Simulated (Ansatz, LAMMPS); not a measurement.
## Glassy 40SiO2-28Al2O3-16Li2O-16SrO (mol %) (85 atoms): a single point

Aim: energy, forces, charges and density of states of glassy 40SiO2-28Al2O3-16Li2O-16SrO (mol %) (85 atoms) at a fixed geometry.

Method: Kohn-Sham DFT, PBEsol, PAW (set soft_2), plane waves, in Ansatz 0.2.0.

## 1. Set-up

The cell holds 85 atoms: 10 Si, 14 Al, 8 Li, 4 Sr and 49 O. Its edges and angles: a = 10.327 Å, b = 10.327 Å, c = 10.327 Å, α = 90.0°, β = 90.0°, γ = 90.0°. 85 atoms (10 Si, 14 Al, 8 Li, 4 Sr, 49 O) placed at random at 2.79 g/cm³, melted at 4000 K for 10 ps at fixed volume with the Morse and Coulomb pair potential with partial charges (Pedone, Malavasi, Menziani, Cormack and Segre, J. Phys. Chem. B 110, 11780 (2006)). Quenched from 4000 K to 300 K at 6 K/ps and fixed volume, held 5 ps, then minimised at fixed cell.

What the set-up can't give: The quench rate of 6 K/ps is many orders above laboratory rates, so the cell is likely richer in defects and strain than a real sample. The starting topology of bonds comes from the classical model, and needn't be the one that DFT or experiment would give. Sampling is at Γ alone, for a cell whose shortest periodic width is 10 Å.

## 2. The classical run that made the cell

A classical potential makes the cell, at a small fraction of what the same run would cost in DFT.

This step: classical MD, Morse and Coulomb pair potential with partial charges (Pedone, Malavasi, Menziani, Cormack and Segre, J. Phys. Chem. B 110, 11780 (2006)) (LAMMPS 22 Jul 2025 - Update 4).

File in.lmp:

```
# melt-quench of Si10Al14Li8Sr4O49
units metal
atom_style charge
boundary p p p
region box block 0 10.3272 0 10.3272 0 10.3272
create_box 5 box
mass 1 28.0850   # Si
mass 2 26.9815   # Al
mass 3 6.9400   # Li
mass 4 87.6200   # Sr
mass 5 15.9990   # O
create_atoms 1 random 10 433863 NULL overlap 1.5 maxtry 2000
create_atoms 2 random 14 433870 NULL overlap 1.5 maxtry 2000
create_atoms 3 random 8 433877 NULL overlap 1.5 maxtry 2000
create_atoms 4 random 4 433884 NULL overlap 1.5 maxtry 2000
create_atoms 5 random 49 433891 NULL overlap 1.5 maxtry 2000
pair_style hybrid/overlay pedone 5.5 coul/long 8.0
pair_coeff * * coul/long
pair_coeff 1 5 pedone 0.340554 2.006700 2.100000 1   # Si-O
pair_coeff 2 5 pedone 0.361581 1.900442 2.164818 0.9   # Al-O
pair_coeff 3 5 pedone 0.001114 3.429506 2.681360 1   # Li-O
pair_coeff 4 5 pedone 0.019623 1.886000 3.328330 3   # Sr-O
pair_coeff 5 5 pedone 0.042395 1.379316 3.618701 22   # O-O
set type 1 charge 2.4
set type 2 charge 1.8
set type 3 charge 0.6
set type 4 charge 1.2
set type 5 charge -1.2
kspace_style pppm 1.0e-4
neigh_modify delay 0 every 1 check yes
thermo_style custom step time temp pe press density
thermo_modify norm yes
timestep 0.002
thermo 100
# [... 18 lines left out ...]
thermo 1250
fix md all nvt temp 300 300 0.2
run 2500 post no
unfix md
thermo 100
min_style cg
minimize 0 1e-3 2000 20000
write_dump all custom glass.dump id type xs ys zs modify sort id
```

The run is started by

```
$ lmp -in in.lmp -log none -nocite
```

Numbers of over 12 decimals in the logs are rounded to 6 here.

The log of the run:

```text
LAMMPS (22 Jul 2025 - Update 4)
Created orthogonal box = (0 0 0) to (10.3272 10.3272 10.3272)
Created 10 atoms
Created 14 atoms
Created 8 atoms
Created 4 atoms
Created 49 atoms
PPPM initialization ...
  G vector (1/distance) = 0.38732042
  grid = 12 12 12
  estimated relative force accuracy = 4.0234882e-05
   Step          Time           Temp          PotEng         Press         Density
         0   0              0             -3.7640816      589653.11      2.7869592
        70   0.14           0             -12.859166     -27650.753      2.7869592
Loop time of 0.0687159 s on 1 MPI rank(s) for 70 steps with 85 atoms
Minimization stats:
  Stopping criterion = energy tolerance
  Energy initial, next-to-last, final =
     -3.76408158574035  -12.8580119017911  -12.8591662760172
  Force two-norm initial, final = 251.01535 2.5779302
  Iterations, force evaluations = 70 83
   Step          Time           Temp          PotEng         Press         Density
[... 12 lines left out ...]
[... 1 line left out ...]
Loop time of 3.48534 s on 1 MPI rank(s) for 5000 steps with 85 atoms
   Step          Time           Temp          PotEng         Press         Density
[... 12 lines left out ...]
Loop time of 207.807 s on 1 MPI rank(s) for 308333 steps with 85 atoms
   Step          Time           Temp          PotEng         Press         Density
[... 2 lines left out ...]
    316250   632.5          309.0195      -13.049641     -13835.475      2.7869592
    316833   633.666        278.99849     -13.046766     -14391.706      2.7869592
Loop time of 1.56742 s on 1 MPI rank(s) for 2500 steps with 85 atoms
   Step          Time           Temp          PotEng         Press         Density
    316833   633.666        278.99849     -13.046766     -14391.706      2.7869592
    316850   633.7          278.99849     -13.086778     -19315.897      2.7869592
Loop time of 0.051212 s on 1 MPI rank(s) for 17 steps with 85 atoms
Minimization stats:
  Stopping criterion = linesearch alpha is zero
  Energy initial, next-to-last, final =
       -13.04676636684   -13.086778218875   -13.086778218875
  Force two-norm initial, final = 11.620285 0.36722989
  Iterations, force evaluations = 17 67
```

It took 3.6 min on 1 thread of Arm Neoverse N1, shared host; peak memory 0.074 GiB.

## 3. Plane-wave single point

One self-consistent run at the given positions yields energy and forces.

File input.yaml:

```yaml
crystal:
  lattice:
    - [10.3272, 0.0, 0.0]
    - [0.0, 10.3272, 0.0]
    - [0.0, 0.0, 10.3272]
  atoms:
    - { symbol: Si, position: [0.70736, 0.32857, 0.29268] }
    - { symbol: Si, position: [0.90665, 0.5392, 0.92761] }
    - { symbol: Si, position: [0.26176, 0.30095, 0.81847] }
    - { symbol: Si, position: [0.15031, 0.505, 0.13473] }
    - { symbol: Si, position: [0.26665, 0.71498, 0.96072] }
    - { symbol: Si, position: [0.22297, 0.25417, 0.45618] }
    - { symbol: Si, position: [0.75692, 0.9853, 0.85426] }
    - { symbol: Si, position: [0.83062, 0.67546, 0.43824] }
    - { symbol: Si, position: [0.92132, 0.92191, 0.59856] }
    - { symbol: Si, position: [0.54779, 0.99168, 0.46458] }
    - { symbol: Al, position: [0.3095, 0.56739, 0.68503] }
    - { symbol: Al, position: [0.19667, 0.80628, 0.58042] }
    - { symbol: Al, position: [0.84344, 0.08849, 0.38228] }
    - { symbol: Al, position: [0.46092, 0.43346, 0.35522] }
    - { symbol: Al, position: [0.73826, 0.2764, 0.95846] }
    - { symbol: Al, position: [0.50815, 0.0993, 0.20357] }
    - { symbol: Al, position: [0.55424, 0.8374, 0.02802] }
    - { symbol: Al, position: [0.73316, 0.61796, 0.15652] }
    - { symbol: Al, position: [0.92625, 0.07817, 0.09257] }
    - { symbol: Al, position: [0.44186, 0.32805, 0.05709] }
    - { symbol: Al, position: [0.10694, 0.54116, 0.44675] }
    - { symbol: Al, position: [0.53603, 0.67234, 0.5089] }
    - { symbol: Al, position: [0.35467, 0.05802, 0.66259] }
    - { symbol: Al, position: [0.21012, 0.19458, 0.16322] }
    - { symbol: Li, position: [0.04078, 0.75666, 0.81649] }
    - { symbol: Li, position: [0.01765, 0.30399, 0.99115] }
    - { symbol: Li, position: [0.36535, 0.77183, 0.3633] }
    - { symbol: Li, position: [0.43698, 0.6116, 0.1766] }
    - { symbol: Li, position: [0.72814, 0.89577, 0.23751] }
    - { symbol: Li, position: [0.45862, 0.79276, 0.76883] }
    - { symbol: Li, position: [0.2603, 0.01557, 0.39133] }
    - { symbol: Li, position: [0.01478, 0.30739, 0.31064] }
    - { symbol: Sr, position: [0.561, 0.3025, 0.69091] }
    - { symbol: Sr, position: [0.94375, 0.38454, 0.65702] }
    - { symbol: Sr, position: [0.12384, 0.016, 0.85625] }
    - { symbol: Sr, position: [0.04632, 0.81482, 0.21831] }
    - { symbol: O, position: [0.6962, 0.63672, 0.49571] }
    - { symbol: O, position: [0.19936, 0.62794, 0.5645] }
    - { symbol: O, position: [0.4445, 0.59782, 0.38618] }
    - { symbol: O, position: [0.50882, 0.06703, 0.59579] }
    - { symbol: O, position: [0.31142, 0.89682, 0.67126] }
    - { symbol: O, position: [0.03056, 0.50885, 0.02853] }
    - { symbol: O, position: [0.72498, 0.13976, 0.84595] }
    - { symbol: O, position: [0.09505, 0.10733, 0.07895] }
    - { symbol: O, position: [0.15838, 0.3548, 0.16099] }
    - { symbol: O, position: [0.87208, 0.9808, 0.96416] }
    - { symbol: O, position: [0.17709, 0.17344, 0.32862] }
    - { symbol: O, position: [0.33354, 0.15983, 0.79573] }
    - { symbol: O, position: [0.12176, 0.56575, 0.27847] }
    - { symbol: O, position: [0.5222, 0.83946, 0.47685] }
    - { symbol: O, position: [0.46107, 0.62765, 0.65044] }
    - { symbol: O, position: [0.83083, 0.40509, 0.88875] }
    - { symbol: O, position: [0.62258, 0.22011, 0.21957] }
    - { symbol: O, position: [0.3974, 0.79685, 0.97207] }
    - { symbol: O, position: [0.69021, 0.02335, 0.41736] }
    - { symbol: O, position: [0.0573, 0.87068, 0.65852] }
    - { symbol: O, position: [0.81863, 0.62841, 0.01339] }
    - { symbol: O, position: [0.11494, 0.36798, 0.47773] }
    - { symbol: O, position: [0.1419, 0.80419, 0.97805] }
    - { symbol: O, position: [0.89284, 0.01091, 0.24115] }
    - { symbol: O, position: [0.63939, 0.89326, 0.89007] }
    - { symbol: O, position: [0.24821, 0.14293, 0.55998] }
    - { symbol: O, position: [0.94287, 0.57356, 0.46897] }
    - { symbol: O, position: [0.57435, 0.96633, 0.13371] }
    - { symbol: O, position: [0.61092, 0.37201, 0.41161] }
    - { symbol: O, position: [0.57914, 0.32176, 0.96518] }
    - { symbol: O, position: [0.19932, 0.84368, 0.41898] }
    - { symbol: O, position: [0.81666, 0.70341, 0.28312] }
    - { symbol: O, position: [0.8249, 0.94274, 0.7185] }
    - { symbol: O, position: [0.44895, 0.04399, 0.3542] }
    - { symbol: O, position: [0.26134, 0.64624, 0.82403] }
    - { symbol: O, position: [0.85512, 0.22428, 0.06657] }
    - { symbol: O, position: [0.30731, 0.40034, 0.70665] }
    - { symbol: O, position: [0.37486, 0.17436, 0.12685] }
    - { symbol: O, position: [0.3148, 0.3571, 0.94934] }
    - { symbol: O, position: [0.7361, 0.45724, 0.21269] }
    - { symbol: O, position: [0.87767, 0.81204, 0.49959] }
    - { symbol: O, position: [0.59411, 0.70388, 0.12586] }
    - { symbol: O, position: [0.93411, 0.05444, 0.52019] }
    - { symbol: O, position: [0.44506, 0.42385, 0.19011] }
    - { symbol: O, position: [0.25649, 0.60745, 0.07791] }
    - { symbol: O, position: [0.34904, 0.3347, 0.42521] }
    - { symbol: O, position: [0.83384, 0.2569, 0.35357] }
    - { symbol: O, position: [0.95915, 0.59375, 0.79736] }
    - { symbol: O, position: [0.11062, 0.27568, 0.82052] }
kpoints:
  mp_grid: { grid: [1, 1, 1] }
hamiltonian:
  xc: pbesol
scf:
  occupations: { method: fixed }
output:
  forces: true
  stress: true
  populations: true
  dos:
    method: { smearing: { sigma: 0.08 } }
    de: 0.1
    projected: { site_lists: { Al: [Al], Li: [Li], O: [O], Si: [Si], Sr: [Sr] } }
  eigenvalues: true
  write_density: true
  write_potential: true
  volumetric_format: npy
```

The run is started by

```
$ ansatz run input.yaml --threads 8 --pin off --max-ram 15872MiB --backend cpu --events-out ev --progress --plain --runs-dir out
```

The log of the run:

```text
Engine: ansatz 0.2.0, aarch64-unknown-linux-gnu
Pseudopotentials: kind: paw
Pseudopotential: Si, paw, valence charge 4, recommended cutoff 420 eV (normal), Si.paw.azcp
Pseudopotential: Al, paw, valence charge 3, recommended cutoff 420 eV (normal), Al.paw.azcp
Pseudopotential: Li, paw, valence charge 3, recommended cutoff 420 eV (normal), Li.paw.azcp
Pseudopotential: Sr, paw, valence charge 10, recommended cutoff 420 eV (normal), Sr.paw.azcp
Pseudopotential: O, paw, valence charge 6, recommended cutoff 420 eV (normal), O.paw.azcp
Functional definition: PBEsol
  exchange = pbesol_x
  correlation = pbesol_c
Crystal: 85 atoms, lattice volume = 1101.407 Å³
Basis set: ecut = 420 eV, 21559 PW (Γ), exchange–correlation on 144×144×144 points (8 copies of the dense FFT grid, shifted against one another)
Bands: 305, of which v1, the nominal top of the filled ones, is band 220 counted from 1 (219 counted from 0)
Symmetry: 1 space group operations
Space group: P1 (ITA 1), of the structure as read, at distance tolerance 1.0e-4 Å
k-points: 1
Non-local potential: Si, projectors of the file, l = 0: 2, l = 1: 2, l = 2: 2
Non-local potential: Al, projectors of the file, l = 0: 2, l = 1: 2, l = 2: 1
Non-local potential: Li, projectors of the file, l = 0: 3, l = 1: 2, l = 2: 1
Non-local potential: Sr, projectors of the file, l = 0: 3, l = 1: 2, l = 2: 2
Non-local potential: O, projectors of the file, l = 0: 2, l = 1: 2, l = 2: 1
PAW form: soft (Blöchl's): semilocal exchange-correlation on the pseudo side does not see the compensation charge
PAW frozen core: Si, regenerated for the run's functional, and the local potential with it (the file was generated under x = pbe(κ = 0.804, μ = 0.219515), c = pbe(β = 0.066725))
PAW frozen core: Al, regenerated for the run's functional, and the local potential with it (the file was generated under x = pbe(κ = 0.804, μ = 0.219515), c = pbe(β = 0.066725))
PAW frozen core: Sr, regenerated for the run's functional, and the local potential with it (the file was generated under x = pbe(κ = 0.804, μ = 0.219515), c = pbe(β = 0.066725))
PAW frozen core: O, regenerated for the run's functional, and the local potential with it (the file was generated under x = pbe(κ = 0.804, μ = 0.219515), c = pbe(β = 0.066725))
PAW one-centre angular grid: Si, 110 points (default); XC on 64 Gauss nodes
PAW one-centre angular grid: Al, 110 points (default); XC on 64 Gauss nodes
PAW one-centre angular grid: Li, 110 points (default); XC on 64 Gauss nodes
PAW one-centre angular grid: Sr, 110 points (default); XC on 64 Gauss nodes
PAW one-centre angular grid: O, 110 points (default); XC on 64 Gauss nodes
Initial density: superposition of atomic densities (neutral atoms: chi_scale 0, normalization atom), corrected by the library's trained network
Initial wavefunctions: pseudopotential atomic-orbital guess
Functional: x = pbesol(κ = 0.804, μ = 0.123457), c = pbesol(β = 0.046)
SCF iter   1: F=—  HF=-56743.373950 eV  |F-HF|=—  |Δ(HF+E_count)|=         —  Δρ=1.14e-2  dr2=1.17e0  ethr=1.77e-3  ⟨swp⟩=5.0  Hψ=1176  notcnv=0  defer=83
preconditioner: auto → Resta (q_TF=auto, 2.341 Å⁻¹)  ε∞=3.2  [insulator: Δε(μ)=2.969 eV  Ē_g=15.216 eV  n_scr=250 (ndim 8)  ℏωp=22.8 eV  f_vac=0.101  ε∞_Penn≈3.2]
SCF iter   2: F=—  HF=-56743.050335 eV  |F-HF|=—  |Δ(HF+E_count)|=   3.24e-1  Δρ=2.05e-3  dr2=2.95e-2  ethr=2.65e-4  ⟨swp⟩=2.0  Hψ=495  notcnv=0  defer=83
SCF iter   3: F=—  HF=-56743.048644 eV  |F-HF|=—  |Δ(HF+E_count)|=   1.69e-3  Δρ=8.31e-4  dr2=9.19e-3  ethr=6.70e-6  ⟨swp⟩=2.0  Hψ=396  notcnv=0  defer=83
SCF iter   4: F=—  HF=-56743.049708 eV  |F-HF|=—  |Δ(HF+E_count)|=   1.06e-3  Δρ=5.60e-4  dr2=3.08e-3  ethr=2.09e-6  ⟨swp⟩=2.0  Hψ=387  notcnv=0  defer=83
SCF iter   5: F=—  HF=-56743.049295 eV  |F-HF|=—  |Δ(HF+E_count)|=   4.13e-4  Δρ=9.76e-5  dr2=1.64e-4  ethr=6.99e-7  ⟨swp⟩=2.0  Hψ=397  notcnv=0  defer=83
SCF iter   6: F=—  HF=-56743.049470 eV  |F-HF|=—  |Δ(HF+E_count)|=   1.74e-4  Δρ=6.05e-5  dr2=3.82e-5  ethr=3.73e-8  ⟨swp⟩=2.0  Hψ=431  notcnv=0  defer=83
SCF iter   7: F=—  HF=-56743.050496 eV  |F-HF|=—  |Δ(HF+E_count)|=   1.03e-3  Δρ=2.17e-5  dr2=5.42e-6  ethr=8.67e-9  ⟨swp⟩=2.0  Hψ=518  notcnv=0  defer=83
SCF iter   8: F=—  HF=-56743.050500 eV  |F-HF|=—  |Δ(HF+E_count)|=   3.52e-6  Δρ=6.69e-6  dr2=7.52e-7  ethr=1.23e-9  ⟨swp⟩=2.0  Hψ=385  notcnv=0  defer=83
SCF iter   9: F=—  HF=-56743.050501 eV  |F-HF|=—  |Δ(HF+E_count)|=   1.18e-6  Δρ=5.44e-6  dr2=2.89e-7  ethr=1.71e-10  ⟨swp⟩=2.0  Hψ=432  notcnv=0  defer=83
SCF iter  10: F=-56743.050501 eV  HF=-56743.050501 eV  |F-HF|=4.63e-8  |Δ(HF+E_count)|=   8.03e-8  Δρ=1.34e-6  dr2=2.97e-8  ethr=2.27e-11  ⟨swp⟩=22.0  Hψ=3266  notcnv=0
SCF 1 converged in 10 iterations: F = -56743.050501 eV  dr2 = 2.97e-8
  greatest PAW one-centre occupation: 1.000 electrons in one spin orbital (limit 2), on the Li atom at site 30 (counted from 0), in its partial waves of l = 0
SCF converged after 10 iterations
Free energy (F): -56743.050501 eV
Harris-Foulkes:  -56743.050501 eV  (|F-HF|=4.63e-8)
Internal energy: -56743.050501 eV  (E = F + TS)
E sigma→0 (E₀):  -56743.050501 eV
Fermi energy:    4.022470 eV
--- Per-component energies (eV) ---
  E_band       = -2305.330246
  E_kinetic    = 10678.550048
  E_local      = -27997.200740  (includes V_loc(G=0)·N_el)
  E_nonlocal   = 3312.009120
  E_hartree    = 10055.907600
  E_xc         = -5487.288911
  E_vxc        = -6274.259860  (∫ρ·V_xc dr)
  E_paw        = -29601.273036  (= ΣΔE_a)
  E_vpaw       = -2136.363072  (= ΣTr[D̂ρ^β])
  E_aug_tail   = 0.124379  (compensation charges beyond the density's cutoff)
  E_ewald      = -17706.729011
  E_core_change = 2.850050  (= ΣΔE_core)
  E_smearing   = -0.000000  (= −TS)
  E_closure    = 0.000000  (closes the sum)
  Σ components = -56743.050501   (vs F -56743.050501, Δ=0.00e0)
--- Forces (eV/Å), atoms counted from 1 ---
  atom   1  Si    -1.54064958     0.07547167     0.10021360
  atom   2  Si     0.24289907    -0.44322607     1.00123436
  atom   3  Si     0.01329217    -0.12302623    -0.13836212
  atom   4  Si    -1.20205193     0.54937034    -0.66225804
  atom   5  Si    -0.38848597    -0.18767920     0.06883575
  atom   6  Si     1.37168544     0.38245822    -0.29907158
  atom   7  Si     0.83625238     1.16829935     0.65367130
  atom   8  Si    -0.40520272     0.57587551    -0.30626430
  atom   9  Si    -0.37609178    -0.01136948    -0.15219918
  atom  10  Si    -0.29329341     0.06428254    -0.75345766
  atom  11  Al     0.18418384    -0.36445730     0.26599704
  atom  12  Al     0.12179218     0.50269934    -0.45588794
  atom  13  Al    -1.05480840     0.04669815     0.27549510
  atom  14  Al     0.45569379    -0.57771616    -0.40854331
[...]
atom  84  O      0.79889966     0.45337830    -2.01556862
  atom  85  O     -2.19077015    -0.49029980    -0.24002331
  max |Σ_I F_I| component: 2.24e-4 eV/Å
--- Stress (GPa, compression-positive) ---
        2.895106      -0.660723      -1.398128
       -0.660727       1.379119      -0.382670
       -1.398128      -0.382677       2.138286
  P = ⅓ Tr σ = 2.1375 GPa (21.375 kbar)
--- Band table (eV) ---
  k-point 0: bands = ["-39.9337", "-39.6461", "-39.5308", "-39.3146", [... 289 levels ...], "13.7043", "13.7154", "13.7413", "13.8565", "13.9104", "13.9465", "13.9774", "14.0591", "14.1312", "14.1932", "14.2203", "14.2612"]
--- Löwdin populations: 85 sites ---
  site symbol       q [e]
     0     Si      2.3132
     1     Si      2.3784
     2     Si      2.3863
[...]
84      O      7.0011
  spilling = 0.011384 (of n_electrons = 440.000000)
```

The job ended after 58 s (8 threads of Arm Neoverse N1, shared host; peak memory 1.3 GiB; 2 min of CPU time).

The column dr2 measures how far the density is from self-consistency, as an energy; F and HF (Harris–Foulkes) agree once it is small.

Read from the output:

* free energy: -56743.0505 eV
* free energy per atom: -667.5653 eV/atom
* SCF cycles: 10
* pressure: 2.138 GPa
* r.m.s. force component: 0.6718 eV/Å
* longest force: 2.258 eV/Å
* Fermi energy: 4.022 eV
* gap (highest filled to lowest empty level): 3.055 eV
* spilling of the projection: 0.01138

Neighbours are counted within 2.23 Å (O-Al), 2.08 Å (O-Si), 2.58 Å (O-Li), 3.18 Å (O-Sr).

Length of the force by element and coordination:

```tsv
element	coordination	atoms	mean length of the force (eV/Å)	spread	least	most
Al	all	14	0.845	0.251	0.412	1.30
Li	all	8	0.479	0.287	0.226	1.12
Li	3	1	0.391	0	0.391	0.391
Li	4	6	0.536	0.308	0.245	1.12
Li	6	1	0.226	0	0.226	0.226
O	all	49	1.25	0.441	0.416	2.26
O	2	9	1.03	0.365	0.448	1.56
O	3	26	1.23	0.453	0.416	2.21
O	4	14	1.45	0.381	0.996	2.26
Si	all	10	0.979	0.500	0.186	1.58
Sr	all	4	0.830	0.321	0.498	1.28
Sr	5	2	0.890	0.392	0.498	1.28
Sr	6	1	0.981	0	0.981	0.981
Sr	7	1	0.557	0	0.557	0.557
```

Löwdin charges by element and coordination (they lack the spilled electrons, 0.059 e an atom on average):

```tsv
element	coordination	atoms	mean charge (e)	spread	least	most
Al	all	14	1.26	0.0384	1.17	1.31
Li	all	8	0.818	0.0197	0.784	0.846
Li	3	1	0.820	0	0.820	0.820
Li	4	6	0.819	0.0221	0.784	0.846
Li	6	1	0.806	0	0.806	0.806
O	all	49	-0.882	0.0597	-1.08	-0.785
O	2	9	-0.822	0.0199	-0.845	-0.785
O	3	26	-0.875	0.0416	-0.978	-0.800
O	4	14	-0.935	0.0618	-1.08	-0.851
Si	all	10	1.67	0.0328	1.61	1.71
Sr	all	4	1.85	0.0116	1.83	1.86
Sr	5	2	1.83	3.0e-4	1.83	1.83
Sr	6	1	1.86	0	1.86	1.86
Sr	7	1	1.86	0	1.86	1.86
```

Density of states as counts of states in windows of 1 eV (from the Fermi level), total and the larger projections:

```tsv
from (eV)	to (eV)	total	O p
-10	-9	2.1	1.4
-9	-8	4.0	2.7
-8	-7	10.9	7.7
-7	-6	15.8	11.9
-6	-5	28.7	22.3
-5	-4	35.7	28.8
-4	-3	51.1	44.2
-3	-2	56.8	52.4
-2	-1	62.2	59.0
-1	0	25.6	24.6
0	1	1.1	1.1
1	2	0.0	0.0
2	3	0.3	0.0
3	4	3.7	0.2
4	5	5.2	0.3
```

The curve was stored every 0.100 eV, coarse against its broadening of 0.08 eV, so these counts are rough.

With fixed occupations the program's Fermi level is the highest filled level; weight inside the gap is the broadening of levels at its edges.

Between -26 and -10 eV lie 122 more states.

The stored curve holds about 416 of the 440 electrons; the rest, give or take the few that broadening carries across the Fermi level, lie in deeper levels below its range.

The levels nearest the highest filled one (over half full), pooled over k-points and spins:

```tsv
level less the highest filled one (eV)	occupation
-0.589	2
-0.463	2
-0.438	2
-0.320	2
-0.223	2
0	2
3.05	0
3.88	0
4.66	0
4.76	0
4.98	0
5.14	0
```

(Part 1 of 2 ends here.)

[Logs are printed without paths, hosts, clocks, repeated set-up lines and the standing remarks that a program may print on its own settings, such as how far it seeks lower states.]

[Hosts, paths, dates, database ids (printed as entryN), source tags and the programs' standing remarks are cut or masked in the printed files.]
